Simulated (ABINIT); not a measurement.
## BP (F-43m): one start, several treatments of the self-energy

Aim: compare treatments of exchange, screening and correlation for the gap of BP (F-43m).

Program: ABINIT 10.8.3. Level of theory: PBE and many-body steps on it, plane waves. Results are calculated unless marked as measured.

Most raw output is cut from this account.

**1. The structure**

Symmetry: F-43m, No. 216, cubic system. Conventional cell: a = 4.538 Å, b = 4.538 Å, c = 4.538 Å, α = 90.00°, β = 90.00°, γ = 90.00°. Nearest to B lie 4 P at 1.97 Å. Nearest to P lie 4 B at 1.97 Å. Farther neighbours are not listed.

The cell and positions come from the Crystallography Open Database and are kept as given unless a step says otherwise.

**2. Empty states on the mesh, 6×6×6 mesh, 209 bands**

This step: ABINIT 10.8.3; DFT, PBE, plane waves, norm-conserving pseudopotentials.

The sums over transitions need many empty states on a uniform mesh; this step solves for them.

run.abi reads:

```
acell 3*1.0 Angstrom
rprim 
  0.000000000000 2.269000000000 2.269000000000
  2.269000000000 0.000000000000 2.269000000000
  2.269000000000 2.269000000000 0.000000000000
ntypat 2
znucl 5 15
natom 2
typat 1 2
xred 
  0.000000000000 0.000000000000 0.000000000000
  0.250000000000 0.250000000000 0.250000000000
pp_dirpath "pseudos"
pseudos "B.upf, P.upf"
ecut 34
ngkpt 6 6 6
nshiftk 1
shiftk 0 0 0
kptopt 1
chksymbreak 0
irdden 1
istwfk *1
nband 209
prtvol 0
optdriver 6
gwr_task "HDIAGO"
paral_kgb 0
occopt 1
indata_prefix "in"
outdata_prefix "out"
tmpdata_prefix "tmp"
```

Launch:

```console
$ OMP_NUM_THREADS=1 mpirun -n 4 abinit run.abi > log
```

Elapsed: 9.2 s, on 4 MPI ranks of Intel Xeon Platinum 8488C (Sapphire Rapids), shared host; peak memory 0.79 GiB.

This step gave:

- gap: 1.347 eV
- k of the valence top: 0, 0, 0
- k of the conduction bottom: 0.5, 0.5, 0
- least direct gap: 3.407 eV
- k points computed: 16
- lowest point of the top converged band, above the valence top: 219.8515 eV

On this mesh the gap is 1.347 eV.

The density comes from a self-consistent run that is not shown.

**3. Screening, 6×6×6 mesh, 201 bands, screening to 304.8 eV**

The RPA dielectric matrix is built and inverted for each q.

This step: RPA screening on PBE, plane waves, norm-conserving pseudopotentials.

run.abi, as its differences from that of step 2:

```diff
@@ -20,10 +20,11 @@
 chksymbreak 0
-irdden 1
 istwfk *1
-nband 209
-prtvol 0
-optdriver 6
-gwr_task "HDIAGO"
-paral_kgb 0
 occopt 1
+irdwfk 1
+optdriver 3
+nband 201
+ecuteps 11.2
+inclvkb 2
+awtr 1
+symchi 1
 indata_prefix "in"
```

Run time: 80 s. Hardware: 4 MPI ranks; peak memory 1.4 GiB.

This step gave:

```
ε∞ with local fields, on this mesh, along the program's q direction : 9.736
the same without local fields                                       : 10.65
plasma frequency                                                    : 21.73 eV
plane waves in the screening matrix                                 : 283
```

Local fields lower ε∞ by 9 %.

**4. G0W0, Godby-Needs plasmon pole**

The self-energy is evaluated for the states that the input lists, and the levels follow from it, in one-shot runs by the linearised quasiparticle equation.

This step: G0W0 on PBE, plane waves, norm-conserving pseudopotentials.

run.abi, as its differences from that of step 3:

```diff
@@ -23,8 +23,17 @@
 irdwfk 1
-optdriver 3
+optdriver 4
 nband 201
+gwcalctyp 0
+ecutsigx 34
+symsigma 1
+nkptgw 2
+kptgw 
+  0.0000000000 0.0000000000 0.0000000000
+  0.5000000000 0.5000000000 0.0000000000
+bdgw 
+  2 7
+  3 6
 ecuteps 11.2
-inclvkb 2
-awtr 1
-symchi 1
+irdscr 1
+ppmodel 1
 indata_prefix "in"
```

Elapsed: 35 s, on 4 MPI ranks; peak memory 1.5 GiB.

This step gave:

```yaml
g0w0_gap_on_the_points_computed: 2.08 eV
starting_gap_on_the_mesh: 1.347 eV
k_of_the_valence_top: 0, 0, 0
k_of_the_conduction_bottom: 0.5, 0.5, 0
z_at_the_valence_top: 0.791
z_at_the_conduction_bottom: 0.804
least_direct_g0w0_gap_on_the_computed_points: 4.288 eV
```

The gap on the mesh goes from 1.35 eV to 2.08 eV, a correction of +0.73 eV.

**5. G0W0, Hybertsen-Louie plasmon pole**

run.abi, as its differences from that of step 4:

```diff
@@ -37,3 +37,3 @@
 irdscr 1
-ppmodel 1
+ppmodel 2
 indata_prefix "in"
```

Wall time 35 s (4 MPI ranks); peak memory 1.4 GiB.

Numbers from this step:

```
G0W0 gap on the points computed              : 2.164 eV
starting gap on the mesh                     : 1.347 eV
k of the valence top                         : 0, 0, 0
k of the conduction bottom                   : 0.5, 0.5, 0
Z at the valence top                         : 0.81
Z at the conduction bottom                   : 0.821
least direct G0W0 gap on the computed points : 4.377 eV
```

Against G0W0 in ABINIT (6×6×6 mesh, 201 bands, screening to 304.8 eV, Godby-Needs plasmon pole), the gap moves by +0.084 eV.

**6. G0W0, von der Linden-Horsch plasmon pole**

run.abi, as its differences from that of step 5:

```diff
@@ -37,3 +37,3 @@
 irdscr 1
-ppmodel 2
+ppmodel 3
 indata_prefix "in"
```

It took 16 s on 4 MPI ranks; peak memory 1.4 GiB; 64 s of CPU time.

This step gave:

| Quantity | Value |
| --- | --- |
| G0W0 gap on the points computed | 2.091 eV |
| starting gap on the mesh | 1.347 eV |
| k of the valence top | 0, 0, 0 |
| k of the conduction bottom | 0.5, 0.5, 0 |
| least direct G0W0 gap on the computed points | 4.331 eV |

Against G0W0 in ABINIT (6×6×6 mesh, 201 bands, screening to 304.8 eV, Godby-Needs plasmon pole), the gap moves by +0.011 eV.

**7. G0W0, Engel-Farid plasmon pole**

run.abi, as its differences from that of step 6:

```diff
@@ -37,3 +37,3 @@
 irdscr 1
-ppmodel 3
+ppmodel 4
 indata_prefix "in"
```

The job ended after 16 s (4 MPI ranks; peak memory 1.4 GiB).

Numbers from this step:

| Item | Value |
| --- | --- |
| G0W0 gap on the points computed | 2.176 eV |
| starting gap on the mesh | 1.347 eV |
| k of the valence top | 0, 0, 0 |
| k of the conduction bottom | 0.5, 0.5, 0 |
| least direct G0W0 gap on the computed points | 4.374 eV |

Against G0W0 in ABINIT (6×6×6 mesh, 201 bands, screening to 304.8 eV, Godby-Needs plasmon pole), the gap moves by +0.096 eV.

**8. One-shot Hartree-Fock**

This step: one-shot Hartree-Fock on PBE, plane waves, norm-conserving pseudopotentials.

run.abi, as its differences from that of step 7:

```diff
@@ -24,4 +24,4 @@
 optdriver 4
-nband 201
-gwcalctyp 0
+nband 8
+gwcalctyp 5
 ecutsigx 34
@@ -35,5 +35,4 @@
   3 6
-ecuteps 11.2
-irdscr 1
-ppmodel 4
+ixc_sigma 40
+fftgw 31
 indata_prefix "in"
```

The job ended after 2 s (4 MPI ranks; peak memory 0.12 GiB; 7 s of CPU time).

This step gave:

* quasiparticle gap on the points computed: 7.399 eV
* starting gap on the mesh: 1.347 eV
* k of the valence top: 0, 0, 0
* k of the conduction bottom: 0.5, 0.5, 0
* least direct quasiparticle gap on the computed points: 9.943 eV

Against G0W0 in ABINIT (6×6×6 mesh, 201 bands, screening to 304.8 eV, Godby-Needs plasmon pole), the gap moves by +5.319 eV.

**9. Screening, 6×6×6 mesh, 201 bands, screening to 304.8 eV**

This step: RPA screening on PBE, plane waves, norm-conserving pseudopotentials.

run.abi, as its differences from that of step 8:

```diff
@@ -23,16 +23,11 @@
 irdwfk 1
-optdriver 4
-nband 8
-gwcalctyp 5
-ecutsigx 34
-symsigma 1
-nkptgw 2
-kptgw 
-  0.0000000000 0.0000000000 0.0000000000
-  0.5000000000 0.5000000000 0.0000000000
-bdgw 
-  2 7
-  3 6
-ixc_sigma 40
-fftgw 31
+optdriver 3
+nband 201
+ecuteps 11.2
+inclvkb 2
+awtr 1
+symchi 1
+gwcalctyp 1
+nfreqre 0
+nfreqim 16
 indata_prefix "in"
```

It took 4.7 min on 4 MPI ranks; peak memory 1.4 GiB.

Numbers from this step:

- ε∞ with local fields, on this mesh, along the program's q direction: 9.736
- the same without local fields: 10.65
- plasma frequency: 21.73 eV
- plane waves in the screening matrix: 283

**10. G0W0, analytic continuation**

This step: G0W0 on PBE, plane waves, norm-conserving pseudopotentials.

run.abi, as its differences from that of step 9:

```diff
@@ -23,11 +23,18 @@
 irdwfk 1
-optdriver 3
+optdriver 4
 nband 201
+gwcalctyp 1
+ecutsigx 34
+symsigma 1
+nkptgw 2
+kptgw 
+  0.0000000000 0.0000000000 0.0000000000
+  0.5000000000 0.5000000000 0.0000000000
+bdgw 
+  2 7
+  3 6
 ecuteps 11.2
-inclvkb 2
-awtr 1
-symchi 1
-gwcalctyp 1
-nfreqre 0
-nfreqim 16
+irdscr 1
+nomegasi 12
+omegasimax 25 eV
 indata_prefix "in"
```

Elapsed: 25 s, on 4 MPI ranks; peak memory 1.9 GiB; 100 s of CPU time.

Numbers from this step:

- G0W0 gap on the points computed: 1.998 eV
- starting gap on the mesh: 1.347 eV
- k of the valence top: 0, 0, 0
- k of the conduction bottom: 0.5, 0.5, 0
- least direct G0W0 gap on the computed points: 4.202 eV

Against G0W0 in ABINIT (6×6×6 mesh, 201 bands, screening to 304.8 eV, Godby-Needs plasmon pole), the gap moves by −0.082 eV.

**11. Side by side**

Times are wall times on 4 MPI ranks of Intel Xeon Platinum 8488C (Sapphire Rapids), shared host, good to a factor of about two. A run's time includes the screening step that it read.

```
                                     run   mesh  bands  screening cutoff (eV)  DFT gap (eV)  gap on the mesh (eV)  direct (eV)  ε∞ used     time
          G0W0, Godby-Needs plasmon pole  6×6×6    201                  304.8         1.347                 2.080        4.288     9.74  1.9 min
      G0W0, Hybertsen-Louie plasmon pole  6×6×6    201                  304.8         1.347                 2.164        4.377     9.74  1.9 min
G0W0, von der Linden-Horsch plasmon pole  6×6×6    201                  304.8         1.347                 2.091        4.331     9.74     96 s
          G0W0, Engel-Farid plasmon pole  6×6×6    201                  304.8         1.347                 2.176        4.374     9.74     95 s
                   one-shot Hartree-Fock  6×6×6      -                      -         1.347                 7.399        9.943        -      2 s
             G0W0, analytic continuation  6×6×6    201                  304.8         1.347                 1.998        4.202     9.74  5.1 min
```

**12. What came out**

```
G0W0, Godby-Needs plasmon pole           : 2.080 eV
G0W0, Hybertsen-Louie plasmon pole       : 2.164 eV
G0W0, von der Linden-Horsch plasmon pole : 2.091 eV
G0W0, Engel-Farid plasmon pole           : 2.176 eV
one-shot Hartree-Fock                    : 7.399 eV
G0W0, analytic continuation              : 1.998 eV
known limits                             : not at the basis limit
```

What this shows: G0W0, Hybertsen-Louie plasmon pole: +0.084 eV against G0W0, Godby-Needs plasmon pole. G0W0, von der Linden-Horsch plasmon pole: +0.011 eV against G0W0, Godby-Needs plasmon pole. G0W0, Engel-Farid plasmon pole: +0.096 eV against G0W0, Godby-Needs plasmon pole. One-shot Hartree-Fock: +5.319 eV against G0W0, Godby-Needs plasmon pole. G0W0, analytic continuation: −0.082 eV against G0W0, Godby-Needs plasmon pole. Bare exchange alone opens the gap to 7.40 eV; against G0W0, correlation takes back 5.32 eV. Bands and cutoff are finite, so the gap is not at the basis limit. The miss can reach some tenths of an eV and take either sign; the mesh is an error of its own. In the G0W0 runs levels were corrected at 2 k points alone, so a gap called «on the mesh» is the least over those, and an edge elsewhere would be missed.

[Paths, hosts, dates, memory and timing lines, banners, echoed tables and standing remarks are left out of the program output.]

[Logs are printed without paths, hosts, clocks, repeated set-up lines and the standing remarks that a program may print on its own settings, such as how far it seeks lower states.]

[Runs of the session that timed out or met a known fault of the program may be left out.]

[Hosts, paths, dates, database ids (printed as entryN), source tags and the programs' standing remarks are cut or masked in the printed files.]

[G0W0 gaps are taken among the corrected bands and points alone; a level outside them can change the order at an edge.]

[Where Ansatz stands beside ABINIT at settings called matched, ABINIT's density can come from a denser mesh and the files from another edition; pairs whose starting gaps differed by over 0.03 eV were left out, so agreement reads better than it is.]
